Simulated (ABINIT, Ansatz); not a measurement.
Planning a run of ABINIT 10.8.3 on LiNbO3 (R3c). The input:

```
acell 3*1.0 Angstrom
rprim 
  2.575800000019 1.487138823389 4.623000000000
  -2.575800000018 1.487138823389 4.623000000000
  0.000000000000 -2.974277646779 4.623000000000
ntypat 3
znucl 3 41 8
natom 10
typat 1 1 2 2 3 3 3 3 3 3
xred 
  0.281500000000 0.281500000000 0.281500000000
  0.781500000000 0.781500000000 0.781500000000
  0.000055000000 0.000055000000 0.000055000000
  0.500055000000 0.500055000000 0.500055000000
  0.112310000000 0.358360000000 0.719590000000
  0.719590000000 0.112310000000 0.358360000000
  0.358360000000 0.719590000000 0.112310000000
  0.219590000000 0.858360000000 0.612310000000
  0.858360000000 0.612310000000 0.219590000000
  0.612310000000 0.219590000000 0.858360000000
pp_dirpath "pseudos"
pseudos "Li.upf, Nb.upf, O.upf"
ecut 37
ngkpt 4 4 4
nshiftk 1
shiftk 0 0 0
kptopt 1
chksymbreak 0
istwfk *1
occopt 1
irdwfk 1
optdriver 3
nband 233
ecuteps 5.2
inclvkb 2
awtr 1
symchi 1
indata_prefix "in"
outdata_prefix "out"
tmpdata_prefix "tmp"
```

```sh
OMP_NUM_THREADS=1 mpirun -n 16 abinit run.abi > log
```

Question: Estimate wall time and host memory on 16 MPI ranks of Arm Neoverse V2, shared host.

It took 6.6 min; on shared hardware allow 3.3 min to 13 min. Peak host memory was 13 GiB.

[Paths, hosts, dates, memory and timing lines, banners, echoed tables and standing remarks are left out of the program output.]

[Logs are printed without paths, hosts, clocks, repeated set-up lines and the standing remarks that a program may print on its own settings, such as how far it seeks lower states.]

[Runs of the session that timed out or met a known fault of the program may be left out.]

[Hosts, paths, dates, database ids (printed as entryN), source tags and the programs' standing remarks are cut or masked in the printed files.]

[G0W0 gaps are taken among the corrected bands and points alone; a level outside them can change the order at an edge.]

[Where Ansatz stands beside ABINIT at settings called matched, ABINIT's density can come from a denser mesh and the files from another edition; pairs whose starting gaps differed by over 0.03 eV were left out, so agreement reads better than it is.]
